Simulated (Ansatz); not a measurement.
**A failed many-body run on KI (Fm-3m)**

What is wrong with this input for KI (Fm-3m)?

Calculated with Ansatz 0.2.0; G0W0 on PBE, plane waves, PAW.

### 1. Starting point

Symmetry: Fm-3m, No. 225, cubic system. Conventional cell: a = 7.066 Å, b = 7.066 Å, c = 7.066 Å, α = 90.00°, β = 90.00°, γ = 90.00°. Nearest to K lie 6 I at 3.53 Å. Nearest to I lie 6 K at 3.53 Å. Farther neighbours and most contacts between anions are not listed.

The cell and positions come from the Crystallography Open Database and are kept as given unless a step says otherwise. Spin-orbit coupling is left out unless a step names it. The default PAW set here is soft_2. Its files were made with PBE.

### 2. First try

File input.yaml:

```yaml
crystal:
  lattice:
    - [0.0, 3.532775, 3.532775]
    - [3.532775, 0.0, 3.532775]
    - [3.532775, 3.532775, 0.0]
  atoms:
    - { symbol: K, position: [0.0, 0.0, 0.0] }
    - { symbol: I, position: [0.5, 0.5, 0.5] }
kpoints:
  mp_grid: { grid: [4, 4, 4] }
hamiltonian:
  xc: pbe
scf:
  occupations: { method: fermi_dirac, width: 2.0 }
gw:
  n_empty_bands: 93
  ecut_chi: 60
  qp_bands: [v2, c2]
  qp_kpoints: band_edges
  screening: { model: contour_deformation }
```

The run is started by

```bash
ansatz run input.yaml --threads 3 --pin off --max-ram 92160MiB --backend cuda --events-out ev --progress --plain --runs-dir out --devices 1 --max-vram 13GiB
```

Numbers of over 12 decimals in the logs are rounded to 6 here.

The log of the run:

```text
band count auto-derived: 54 (N_el = 26.0; filled up to band 13; 17 by the electrons, moments and atoms)
GPUs: using 1 of 1 available (devices: 1).
Engine: ansatz 0.2.0, x86_64-unknown-linux-gnu
Pseudopotentials: kind: paw
Pseudopotential: K, paw, valence charge 9, recommended cutoff 420 eV (normal), K.paw.azcp
Pseudopotential: I, paw, valence charge 17, recommended cutoff 420 eV (normal), I.paw.azcp
Functional definition: PBE
  parameter kappa = 0.804
  parameter beta = 0.066725
  exchange = pbe_x(kappa = kappa, mu = beta*pi^2/3)
  correlation = pbe_c(beta = beta)
device memory: the entry about to start is reckoned to put 2.2 GiB on a device that reports 57.2 GiB free (of which the cap on the GPU budget leaves the run 13.0 GiB)
GPU FFT provider: cuFFT
GPU libraries: cuBLAS 13.8.2, cuFFT 12.4.0, cuSOLVER 12.3.4
Crystal: 2 atoms, lattice volume = 88.182 Å³
Basis set: ecut = 420 eV, 1759 PW (Γ)
Bands: 54, of which v1, the nominal top of the filled ones, is band 13 counted from 1 (12 counted from 0)
Symmetry: 48 space group operations
Space group: Fm-3m (ITA 225), of the structure as read, at distance tolerance 4.5e-5 Å
k-points: 8 of 64
Non-local potential: K, projectors of the file, l = 0: 3, l = 1: 2, l = 2: 2
Non-local potential: I, projectors of the file, l = 0: 2, l = 1: 2, l = 2: 2, l = 3: 2
PAW form: soft (Blöchl's): semilocal exchange-correlation on the pseudo side does not see the compensation charge
PAW one-centre angular grid: K, 110 points (default); XC on 64 Gauss nodes
PAW one-centre angular grid: I, 590 points (default); XC on 64 Gauss nodes
Initial density: superposition of atomic densities (neutral atoms: chi_scale 0, normalization atom), corrected by the library's trained network
Initial wavefunctions: pseudopotential atomic-orbital guess
GPU buffer pool allocated for 46656 grid points (all kernels)
GPU transforms: local potential and band sums: pruned to the plane-wave sphere, on 36×36×36
Functional: x = pbe(κ = 0.804, μ = 0.219515), c = pbe(β = 0.066725)
SCF iter   1: F=—  HF=-9058.676098 eV  |F-HF|=—  |Δ(HF+E_count)|=         —  Δρ=2.09e-2  dr2=1.31e0  ethr=1.77e-3  ⟨swp⟩=10.0  Hψ=2558  notcnv=0
preconditioner: auto → Kerker (q_TF=auto, 2.226 Å⁻¹)  [metal: Δε(μ)=3.960 eV  Ē_g=25.882 eV  σ=2.000 eV  W_gap=0.46  n_scr=14 (ndim 8)  ℏωp=14.8 eV  f_vac=0.139  D(μ)=0.99/eV (n_scr^D=0)]
SCF iter   2: F=—  HF=-9058.428705 eV  |F-HF|=—  |Δ(HF+E_count)|=   2.47e-1  Δρ=1.32e-2  dr2=5.39e-1  ethr=1.77e-3  ⟨swp⟩=1.0  Hψ=504  notcnv=0
SCF iter   3: F=—  HF=-9058.280538 eV  |F-HF|=—  |Δ(HF+E_count)|=   1.48e-1  Δρ=3.28e-3  dr2=1.45e-2  ethr=1.77e-3  ⟨swp⟩=1.0  Hψ=432  notcnv=0
SCF iter   4: F=—  HF=-9058.291742 eV  |F-HF|=—  |Δ(HF+E_count)|=   1.12e-2  Δρ=1.13e-3  dr2=1.26e-3  ethr=5.58e-5  ⟨swp⟩=2.2  Hψ=632  notcnv=0
SCF iter   5: F=—  HF=-9058.293581 eV  |F-HF|=—  |Δ(HF+E_count)|=   1.84e-3  Δρ=2.16e-4  dr2=8.03e-5  ethr=4.84e-6  ⟨swp⟩=2.0  Hψ=685  notcnv=0
SCF iter   6: F=—  HF=-9058.293680 eV  |F-HF|=—  |Δ(HF+E_count)|=   9.90e-5  Δρ=9.04e-5  dr2=1.52e-5  ethr=3.09e-7  ⟨swp⟩=2.5  Hψ=755  notcnv=0
SCF iter   7: F=—  HF=-9058.293695 eV  |F-HF|=—  |Δ(HF+E_count)|=   1.53e-5  Δρ=3.04e-5  dr2=2.16e-6  ethr=5.86e-8  ⟨swp⟩=2.0  Hψ=684  notcnv=0
SCF iter   8: F=—  HF=-9058.293696 eV  |F-HF|=—  |Δ(HF+E_count)|=   7.38e-7  Δρ=8.83e-6  dr2=1.03e-7  ethr=8.31e-9  ⟨swp⟩=2.8  Hψ=669  notcnv=0
SCF iter   9: F=-9058.293696 eV  HF=-9058.293696 eV  |F-HF|=8.49e-9  |Δ(HF+E_count)|=   6.47e-8  Δρ=2.13e-6  dr2=3.62e-9  ethr=3.85e-10  ⟨swp⟩=7.9  Hψ=1360  notcnv=0
SCF 1 converged in 9 iterations: F = -9058.293696 eV  dr2 = 3.62e-9
[...]
device memory: the entry about to start is reckoned to put 2.8 GiB on a device that reports 57.1 GiB free (of which the cap on the GPU budget leaves the run 13.0 GiB)
NSCF: frozen V_eff on 8 k-points
[...]
device memory: the entry about to start is reckoned to put 3.5 GiB on a device that reports 57.2 GiB free (of which the cap on the GPU budget leaves the run 13.0 GiB)
NSCF: frozen V_eff on 8 k-points
SCF converged after 9 iterations
Free energy (F): -9058.293696 eV
Harris-Foulkes:  -9058.293696 eV  (|F-HF|=8.49e-9)
Internal energy: -9045.394182 eV  (E = F + TS)
E sigma→0 (E₀):  -9051.843939 eV
Entropy (-TS):   -12.899514 eV (-6449.757 meV/atom)
Fermi energy:    4.083001 eV
--- Per-component energies (eV) ---
  E_band       = -530.846919
  E_kinetic    = 446.916728
  E_local      = -2808.743133  (includes V_loc(G=0)·N_el)
  E_nonlocal   = -78.666621
  E_hartree    = 1322.089019
  E_xc         = -261.894978
  E_vxc        = -291.680434  (∫ρ·V_xc dr)
  E_paw        = -5596.662833  (= ΣΔE_a)
  E_vpaw       = -442.852533  (= ΣTr[D̂ρ^β])
  E_aug_tail   = -0.000007  (compensation charges beyond the density's cutoff)
  E_ewald      = -2068.432357
  E_smearing   = -12.899514  (= −TS)
  E_closure    = -0.000000  (closes the sum)
  Σ components = -9058.293696   (vs F -9058.293696, Δ=0.00e0)
--- Band table (eV; the first three rows and the last of 8) ---
  k-point 0: bands = [... 9 lower, -8.8814, 1.2972, 1.2972, 1.2972, 5.8493, 8.6465, 8.6465, 8.6465, ... 37 higher]
  k-point 1: bands = [... 9 lower, -8.7105, 0.6607, 1.1504, 1.1504, 6.9049, 8.5102, 9.2581, 9.2581, ... 37 higher]
  k-point 2: bands = [... 9 lower, -8.5732, 0.1683, 1.0143, 1.0143, 7.3914, 9.5593, 10.1222, 10.1222, ... 37 higher]
  k-point 7: bands = [... 9 lower, -8.7458, 0.6940, 0.6940, 0.7928, 8.3777, 8.3777, 8.7359, 10.3030, ... 37 higher]
```

Run time: 3.7 s. Hardware: 1 × NVIDIA H100 80GB HBM3 (shared by 6 runs) with 3 threads of AMD EPYC 7R13 (Zen 3), shared host; peak memory 0.93 GiB; 5.2 s of CPU time.

**Diagnosis.**

The self-consistent loop converged; the step after it was not made.

The fault: smeared occupations of electronvolts. A wide smearing fills conduction states and empties valence ones, so the start is no longer the insulator.

### 3. A better input

G0W0 replaces the xc potential by the self-energy, built once from these orbitals. Only a window of levels is corrected, while the sums run over the empty bands that the input names.

input.yaml, as its differences from that of step 2:

```diff
@@ -13,6 +13,6 @@
 scf:
-  occupations: { method: fermi_dirac, width: 2.0 }
+  occupations: { method: fixed }
 gw:
-  n_empty_bands: 93
-  ecut_chi: 60
+  n_empty_bands: 367
+  ecut_chi: 150
   qp_bands: [v2, c2]
```

The log of the run:

```text
GPUs: using 1 of 1 available (devices: 1).
[...]
GPU FFT provider: cuFFT
GPU libraries: cuBLAS 13.8.2, cuFFT 12.4.0, cuSOLVER 12.3.4
Crystal: 2 atoms, lattice volume = 88.182 Å³
Basis set: ecut = 420 eV, 1759 PW (Γ)
Bands: 17, of which v1, the nominal top of the filled ones, is band 13 counted from 1 (12 counted from 0)
[... 1 set-up line as in the run before ...]
[...]
k-points: 8 of 64
[...]
GPU buffer pool allocated for 46656 grid points (all kernels)
[...]
SCF iter   1: F=—  HF=-9053.689555 eV  |F-HF|=—  |Δ(HF+E_count)|=         —  Δρ=2.60e-4  dr2=7.32e-5  ethr=1.77e-3  ⟨swp⟩=5.4  Hψ=632  notcnv=0  defer=13
[...]
SCF iter   6: F=-9053.689078 eV  HF=-9053.689078 eV  |F-HF|=3.74e-8  |Δ(HF+E_count)|=   2.62e-8  Δρ=4.21e-6  dr2=3.32e-8  ethr=3.37e-10  ⟨swp⟩=5.9  Hψ=727  notcnv=0
SCF 1 converged in 6 iterations: F = -9053.689078 eV  dr2 = 3.32e-8
[...]
0    12      2.2676   -17.3234     1.4288   -14.1827  0.8001     0.5119     0.5558  root
     0    13      2.2676   -17.3234     1.4288   -14.1827  0.8001     0.5119     0.5558  root
     0    14      6.2342    -4.3249    -3.0939    -7.8581  0.8463     6.6754     6.6736  root
     0    15      8.7740    -3.8696    -3.3632    -8.2146  0.8348     9.7678     9.7558  root
     1    12      2.0914   -17.0243     1.4689   -13.8331  0.7988     0.3231     0.3692  root
     1    13      2.0914   -17.0243     1.4689   -13.8331  0.7988     0.3231     0.3692  root
     1    14      7.3291    -4.6032    -3.1583    -8.2563  0.8400     7.8266     7.8239  root
     1    15      8.8465    -4.3116    -3.3658    -8.4588  0.8300     9.6359     9.6278  root
[...]
7    12      1.5417   -16.3903     1.6535   -12.9402  0.7950    -0.3115    -0.2549  root
     7    13      1.6690   -16.4223     1.5811   -13.0755  0.7956    -0.1498    -0.0966  root
     7    14      8.7387    -4.0658    -3.3027    -8.1132  0.8311     9.4907     9.4834  root
     7    15      8.7387    -4.0658    -3.3027    -8.1132  0.8311     9.4907     9.4834  root
[key lines of the parts left out:]
SCF converged after 6 iterations
Free energy (F): -9053.689078 eV
Fermi energy:    2.267639 eV
```

The job ended after 20 s (1 × NVIDIA H100 80GB HBM3 (shared by 6 runs) with 3 threads; peak memory 1.3 GiB).

Numbers from this step:

| Item | Value |
| --- | --- |
| bands summed | 380 |
| RPA ε∞ on this mesh (eigenvalues) | 2.640, 2.640, 2.640 |
| plane waves in the screening matrix | 339 |
| q-points in the mesh | 64 |
| G0W0 gap on the mesh | 6.118 eV |
| k of the valence top | 0, 0, 0 |
| k of the conduction bottom | 0, 0, 0 |
| starting gap on the mesh | 3.967 eV |
| Z at the valence top | 0.8001 |
| Z at the conduction bottom | 0.8463 |
| least direct G0W0 gap on the computed points | 6.118 eV |

The gap on the mesh goes from 3.97 eV to 6.12 eV, a correction of +2.15 eV. Between the two edge states, bare exchange in place of the xc potential would open the gap by 6.67 eV, and correlation takes back 4.52 eV.

### 4. Outcome

| Item | Value |
| --- | --- |
| first try | the many-body step was refused after 3.7 s |
| better run | G0W0 gap on the mesh 6.12 eV (4×4×4 mesh, 367 empty bands, screening to 150 eV) |

What this shows: The second run differs in: empty bands, screening cutoff (eV) and smearing (eV). Bands and cutoff are finite, so the gap is not at the basis limit. The miss can reach some tenths of an eV and take either sign; the mesh is an error of its own. The many-body steps are scalar-relativistic: spin-orbit coupling is not in them.

[Paths, hosts, dates, memory and timing lines, banners, echoed tables and standing remarks are left out of the program output.]

[Logs are printed without paths, hosts, clocks, repeated set-up lines and the standing remarks that a program may print on its own settings, such as how far it seeks lower states.]

[Runs of the session that timed out or met a known fault of the program may be left out.]

[Cells called generated may have been cut or substituted from an entry of the Crystallography Open Database or the Materials Project.]

[No measured gap is set beside runs whose start may be inverted or whose files or cutoffs have a known fault.]

[Hosts, paths, dates, database ids (printed as entryN), source tags and the programs' standing remarks are cut or masked in the printed files.]
